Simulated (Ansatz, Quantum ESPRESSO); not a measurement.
# Zr [001], hcp: uniaxial strain and lateral response

The c axis is held at a set length while the cell relaxes sideways. How do the lateral strain and the stress follow? The strained cell has c along the load; unstrained it is a = 3.1855 Å, b = 3.1855 Å, c = 5.1162 Å, α = 90.00°, β = 90.00°, γ = 120.00°, with 2 atoms.

Calculated with Ansatz 0.2.0, PBEsol, PAW files of the set soft_1, cutoff 600 eV, Fermi–Dirac smearing 0.05 eV, k-mesh 16×16×9, no spin polarisation, no spin-orbit coupling.

Relaxed positions at 0 %:

```csv
atom,x,y,z
Zr,0.3333,0.6667,0.7500
Zr,0.6667,0.3333,0.2500
```

| ε_c (%) | a (Å) | c (Å) | ε_a (%) | σ (GPa, tension positive) |
| --- | --- | --- | --- | --- |
| −3 | 3.2174 | 4.9628 | 1.001 | −4.13 |
| −2 | 3.2066 | 5.0139 | 0.664 | −2.67 |
| −1 | 3.1961 | 5.0651 | 0.331 | −1.28 |
| 0 | 3.1855 | 5.1162 | 0.000 | 0.03 |
| 1 | 3.1747 | 5.1674 | −0.339 | 1.24 |
| 3 | 3.1526 | 5.2697 | −1.032 | 3.41 |

**Question.** Fit both responses and give the free strain and the stress at +2 %, a row left out above.

Least squares with y = y0 + y1 ε + y2 ε² (ε in %) gives ε_a = −0.002 + (−0.3381) ε + (−0.0016) ε² and σ = 0.02 + (1.258) ε + (−0.043) ε² GPa. The linear terms put the ratio of free to applied strain at −0.338 and the Young modulus at 126 GPa.

At +2 % the free strain comes out as −0.685 %. The run itself gives −0.680 %, so the estimate misses by 0.005 %; the fitted rows themselves lie up to 0.004 % off the law.

The stress comes out as 2.37 GPa. The run itself gives 2.38 GPa, so the estimate misses by 0.01 GPa, a rounding's worth.

The negative ε² term means that the crystal stiffens in compression and softens in tension.

The same fit over all rows at other levels or in other programs gives the strain ratio = −0.341 with PBEsol (Quantum ESPRESSO, GBRV).

[Logs are printed without paths, hosts, clocks, repeated set-up lines and the standing remarks that a program may print on its own settings, such as how far it seeks lower states.]
